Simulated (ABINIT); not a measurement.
# A GW chain in ABINIT: KNaMg2F6 (Fm-3m), part 2 of 2

Aim: the G0W0 gap of KNaMg2F6 (Fm-3m) on LDA, step by step.

ABINIT 10.8.3; LDA and many-body steps on it, plane waves. Known limits of the many-body steps: not at the basis limit; coarse k mesh.

So far. Step 2 (Ground state): The gap is direct, at Γ. Step 3 (Empty states on the mesh, 2×2×2 mesh, 113 bands): On this mesh the gap is 6.001 eV.

### Step 4. Screening, 2×2×2 mesh, 103 bands, screening to 98 eV

The RPA dielectric matrix is built and inverted for each q.

This step: RPA screening on LDA, plane waves, norm-conserving pseudopotentials.

File run.abi:

```
acell 3*1.0 Angstrom
rprim 
  -0.000000000000 4.007551000000 4.007551000000
  4.007551000000 -0.000000000000 4.007551000000
  4.007551000000 4.007551000000 -0.000000000000
ntypat 4
znucl 19 11 12 9
natom 10
typat 1 2 3 3 4 4 4 4 4 4
xred 
  0.000000000000 0.000000000000 0.000000000000
  0.500000000000 0.500000000000 0.500000000000
  0.250000000000 0.250000000000 0.250000000000
  0.750000000000 0.750000000000 0.750000000000
  0.500000000000 0.500000000000 0.000000000000
  0.000000000000 0.000000000000 0.500000000000
  0.500000000000 0.000000000000 0.500000000000
  0.000000000000 0.500000000000 0.000000000000
  0.000000000000 0.500000000000 0.500000000000
  0.500000000000 0.000000000000 0.000000000000
pp_dirpath "pseudos"
pseudos "K.upf, Na.upf, Mg.upf, F.upf"
ecut 38
ngkpt 2 2 2
nshiftk 1
shiftk 0 0 0
kptopt 1
chksymbreak 0
istwfk *1
occopt 1
irdwfk 1
optdriver 3
nband 103
ecuteps 3.6
inclvkb 2
awtr 1
symchi 1
indata_prefix "in"
outdata_prefix "out"
tmpdata_prefix "tmp"
```

Started as:

```console
$ OMP_NUM_THREADS=1 mpirun -n 4 abinit run.abi > log
```

Numbers of over 12 decimals in the logs are rounded to 6 here.

The program printed:

```text
.Version 10.8.3 of ABINIT. v10.8.2 released Aug 2026.

 Symmetries : space group Fm -3 m (#225); Bravais cF (face-center cubic)
[... echo of the input left out ...]
== DATASET  1 ==================================================================
-   mpi_nproc: 4, omp_nthreads: 1 (-1 if OMP is not activated)

--- !DatasetInfo
iteration_state: {dtset: 1, }
dimensions: {natom: 10, nkpt: 3, mband: 103, nsppol: 1, nspinor: 1, nspden: 1, mpw: 9756, }
cutoff_energies: {ecut:  38.0, pawecutdg:  -1.0, }
electrons: {nelect:   8.00000000E+01, charge:   0.00000000E+00, occopt:   1.00000000E+00, tsmear:   1.00000000E-02, }

 SCREENING: Calculation of the susceptibility and dielectric matrices

 Based on a program developped by R.W. Godby, V. Olevano, G. Onida, and L. Reining.
 Incorporated in ABINIT by V. Olevano, G.-M. Rignanese, and M. Torrent.
.Using double precision arithmetic ; gwpc =  8

[... cell and pseudopotentials left out ...]
--------------------------------------------------------------------------------

 ==== K-mesh for the wavefunctions ====
 Number of points in the irreducible wedge :     3
[... list of points left out ...]
 Together with 48 symmetry operations and time-reversal symmetry
 yields     8 points in the full Brillouin Zone.

 ==== Q-mesh for the screening function ====
 Number of points in the irreducible wedge :     3
[... list of points left out ...]
 Together with 48 symmetry operations and time-reversal symmetry
 yields     8 points in the full Brillouin Zone.

 setmesh: FFT mesh size selected  =    40x   40x   40
          total number of points  =        64000

 vcoul_init : cutoff-mode = AUXILIARY_FUNCTION
 q-points for optical limit:   1
     1)      0.000010    0.000020    0.000030

- screening: taking advantage of time-reversal symmetry
- Maximum band index for partially occupied states nbvw = 40
- Remaining bands to be divided among processors   nbcw = 63
- Number of bands treated by each node ~15

 Number of electrons calculated from density =   80.0000; Expected =   80.0000
 average of density, n =  0.092093
 r_s =    1.3737
 omega_plasma =   29.2731 [eV]

 calculating chi0 at frequencies [eV] :
  1    0.000000E+00    0.000000E+00
  2    0.000000E+00    2.927310E+01

--------------------------------------------------------------------------------
  q-point number  1        q = ( 0.000000, 0.000000, 0.000000) [r.l.u.]
--------------------------------------------------------------------------------
[... chi0 elements left out ...]
 For q-point:  0.000010 0.000020 0.000030
  dielectric constant =   1.9575
  dielectric constant without local fields =   2.0505

  Average fulfillment of the sum rule on Im[epsilon] for q-point    1 :     24.83  [%]
[... wings left out ...]
  q-point number  2        q = ( 0.500000, 0.000000, 0.000000) [r.l.u.]
--------------------------------------------------------------------------------
[... chi0 elements left out ...]
  Average fulfillment of the sum rule on Im[epsilon] for q-point    2 :     29.51  [%]

 [... 1 further q-points ...]
```

Elapsed: 30 s, on 4 MPI ranks of Arm Neoverse V1, shared host; peak memory 1.6 GiB; 2 min of CPU time.

Numbers from this step:

```
ε∞ with local fields, on this mesh, along the program's q direction : 1.958
the same without local fields                                       : 2.050
plasma frequency                                                    : 29.27 eV
plane waves in the screening matrix                                 : 283
```

Local fields lower ε∞ by 5 %. On a Γ-centred mesh this coarse the value itself is usually too large, while a short band sum pulls it down.

### Step 5. Self-energy, 2×2×2 mesh, 103 bands, screening to 98 eV

The self-energy is evaluated for the states that the input lists, and the levels follow from it, in one-shot runs by the linearised quasiparticle equation.

This step: G0W0 on LDA, plane waves, norm-conserving pseudopotentials.

run.abi, as its differences from that of step 4:

```diff
@@ -31,8 +31,15 @@
 irdwfk 1
-optdriver 3
+optdriver 4
 nband 103
+gwcalctyp 0
+ecutsigx 38
+symsigma 1
+nkptgw 1
+kptgw 
+  0.0000000000 0.0000000000 0.0000000000
+bdgw 
+  38 44
 ecuteps 3.6
-inclvkb 2
-awtr 1
-symchi 1
+irdscr 1
+ppmodel 1
 indata_prefix "in"
```

The program printed:

```text
.Version 10.8.3 of ABINIT. v10.8.2 released Aug 2026.

 Symmetries : space group Fm -3 m (#225); Bravais cF (face-center cubic)
[... echo of the input left out ...]
== DATASET  1 ==================================================================
-   mpi_nproc: 4, omp_nthreads: 1 (-1 if OMP is not activated)

--- !DatasetInfo
iteration_state: {dtset: 1, }
dimensions: {natom: 10, nkpt: 3, mband: 103, nsppol: 1, nspinor: 1, nspden: 1, mpw: 9756, }
cutoff_energies: {ecut:  38.0, pawecutdg:  -1.0, }
electrons: {nelect:   8.00000000E+01, charge:   0.00000000E+00, occopt:   1.00000000E+00, tsmear:   1.00000000E-02, }

 SIGMA: Calculation of the GW corrections

 Based on a program developped by R.W. Godby, V. Olevano, G. Onida, and L. Reining.
 Incorporated in ABINIT by V. Olevano, G.-M. Rignanese, and M. Torrent.
.Using double precision arithmetic ; gwpc =  8

[... cell and pseudopotentials left out ...]
--------------------------------------------------------------------------------

 ==== K-mesh for the wavefunctions ====
 Number of points in the irreducible wedge :     3
[... list of points left out ...]
 Together with 48 symmetry operations and time-reversal symmetry
 yields     8 points in the full Brillouin Zone.

 ==== Q-mesh for screening function ====
 Number of points in the irreducible wedge :     3
[... list of points left out ...]
 Together with 48 symmetry operations and time-reversal symmetry
 yields     8 points in the full Brillouin Zone.

 vcoul_init : cutoff-mode = AUXILIARY_FUNCTION
 q-points for optical limit:   1
     1)      0.000010    0.000020    0.000030
 setmesh: FFT mesh size selected  =    60x   60x   60
          total number of points  =       216000

 Number of electrons calculated from density =   80.0000; Expected =   80.0000
 average of density, n =  0.092093
 r_s =    1.3737
 omega_plasma =   29.2731 [eV]

 === KS Band Gaps ===
  >>>> For spin  1
   Minimum direct gap =   6.0008 [eV], located at k-point      :   0.0000  0.0000  0.0000
   Fundamental gap    =   6.0008 [eV], Top of valence bands at :   0.0000  0.0000  0.0000
                                       Bottom of conduction at :   0.0000  0.0000  0.0000
 SIGMA fundamental parameters:
 PLASMON POLE MODEL  1
 number of plane-waves for SigmaX                 9721
 number of plane-waves for SigmaC and W            283
 number of plane-waves for wavefunctions          9721
 number of bands                                   103
 number of independent spin polarizations            1
 number of spinorial components                      1
 number of k-points in IBZ                           3
 number of q-points in IBZ                           3
 number of symmetry operations                      48
 number of k-points in BZ                            8
 number of q-points in BZ                            8
 number of frequencies for dSigma/dE                 9
 frequency step for dSigma/dE [eV]                0.25
 number of omega for Sigma on real axis              0
 max omega for Sigma on real axis  [eV]           0.00
 zcut for avoiding poles [eV]                     0.10

 EPSILON^-1 parameters (SCR file):
 dimension of the eps^-1 matrix on file            283
 dimension of the eps^-1 matrix used               283
 number of plane-waves for wavefunctions          9721
 number of bands                                   103
 number of q-points in IBZ                           3
 number of frequencies                               2
 number of real frequencies                          1
 number of imag frequencies                          1

 matrix elements of self-energy operator (all in [eV])

 Perturbative Calculation

--- !SelfEnergy_ee
iteration_state: {dtset: 1, }
kpoint     : [   0.000,    0.000,    0.000, ]
spin       : 1
KS_gap     :    6.001
QP_gap     :   10.482
Delta_QP_KS:    4.481
data: !SigmaeeData |
     Band     E0 <VxcDFT>   SigX SigC(E0)      Z dSigC/dE  Sig(E)    E-E0       E
       38  -0.542 -22.621 -30.019   4.949   0.823  -0.214 -24.637  -2.017  -2.559
       39  -0.542 -22.621 -30.019   4.949   0.823  -0.214 -24.637  -2.017  -2.559
       40  -0.542 -22.621 -30.019   4.949   0.823  -0.214 -24.637  -2.017  -2.559
       41   5.459 -10.362  -5.397  -2.236   0.903  -0.107  -7.897   2.465   7.923
       42  10.139 -11.593  -5.443  -2.386   0.897  -0.114  -8.215   3.378  13.517
       43  10.139 -11.593  -5.443  -2.386   0.897  -0.114  -8.215   3.378  13.517
       44  10.139 -11.593  -5.443  -2.386   0.897  -0.114  -8.215   3.378  13.517

== END DATASET(S) ==============================================================
================================================================================

 -outvars: echo values of variables after computation  --------
           etotal      0.0000000000E+00
            nband         103
             nkpt           3
          spgroup         225
 [... the other variables as echoed above ...]

 Calculation completed.
```

Wall time 7.4 s (4 MPI ranks); peak memory 1.1 GiB; 29 s of CPU time.

This step gave:

```yaml
g0w0_gap_on_the_points_computed: 10.48 eV
starting_gap_on_the_mesh: 6.001 eV
k_of_the_valence_top: 0, 0, 0
k_of_the_conduction_bottom: 0, 0, 0
z_at_the_valence_top: 0.823
z_at_the_conduction_bottom: 0.903
least_direct_g0w0_gap_on_the_computed_points: 10.48 eV
```

The gap on the mesh goes from 6.00 eV to 10.48 eV, a correction of +4.48 eV.

Limits: finite bands, cutoff and mesh; coarse k mesh. v1 is the top filled band, c1 the lowest empty one. The levels before and after the correction (eV, zero at the valence-band top of each column):

```csv
,conduction bottom,valence top
Kohn-Sham,6.00,0.00
G0W0,10.48,0.00
```

|  | level | energy (eV) |
| --- | --- | --- |
| Kohn-Sham | Γ v3-v1 | 0.000 |
| Kohn-Sham | Γ c1 | 6.001 |
| Kohn-Sham | Γ c2-c4 | 10.681 |
| G0W0 | Γ v3-v1 | 0.000 |
| G0W0 | Γ c1 | 10.482 |
| G0W0 | Γ c2-c4 | 16.076 |

### Step 6. Where the time went

Times are wall times on the hardware named with each run, good to a factor of about two.

```
                    step   time  share  memory (GiB)
            ground state   60 s   43 %           0.5
empty states on the mesh   42 s   30 %          0.34
               screening   30 s   21 %           1.6
             self-energy  7.4 s    5 %           1.1
```

### Step 7. Summary of results

* LDA gap: 6.00 eV, direct
* G0W0 gap on the mesh: 10.48 eV
* GW settings: 2×2×2 mesh, 103 bands, screening to 98 eV, Godby-Needs plasmon pole
* known limits: not at the basis limit; coarse k mesh

**Reading.** G0W0 moves the gap on the mesh from 6.00 eV to 10.48 eV (+4.48 eV), with Z of 0.82 and 0.90 at the edges. Local fields lower the RPA ε∞ on this mesh from 2.05 to 1.96; a Γ-centred mesh this coarse tends to raise both, most where the direct gap is narrow, while a short band sum lowers them. Only 1 of the mesh's irreducible points was corrected, so a valley elsewhere could overtake. Bands and cutoff are finite, so the gap is not at the basis limit. The miss can reach some tenths of an eV and take either sign; the mesh is an error of its own. In the G0W0 run levels were corrected at 1 k point alone, so a gap called «on the mesh» is the least over those, and an edge elsewhere would be missed. The 2×2×2 mesh is coarse for this cell, which bears on the long-range parts of exchange and screening.

[Paths, hosts, dates, memory and timing lines, banners, echoed tables and standing remarks are left out of the program output.]

[Logs are printed without paths, hosts, clocks, repeated set-up lines and the standing remarks that a program may print on its own settings, such as how far it seeks lower states.]

[Runs of the session that timed out or met a known fault of the program may be left out.]

[Hosts, paths, dates, database ids (printed as entryN), source tags and the programs' standing remarks are cut or masked in the printed files.]

[G0W0 gaps are taken among the corrected bands and points alone; a level outside them can change the order at an edge.]

[Where Ansatz stands beside ABINIT at settings called matched, ABINIT's density can come from a denser mesh and the files from another edition; pairs whose starting gaps differed by over 0.03 eV were left out, so agreement reads better than it is.]
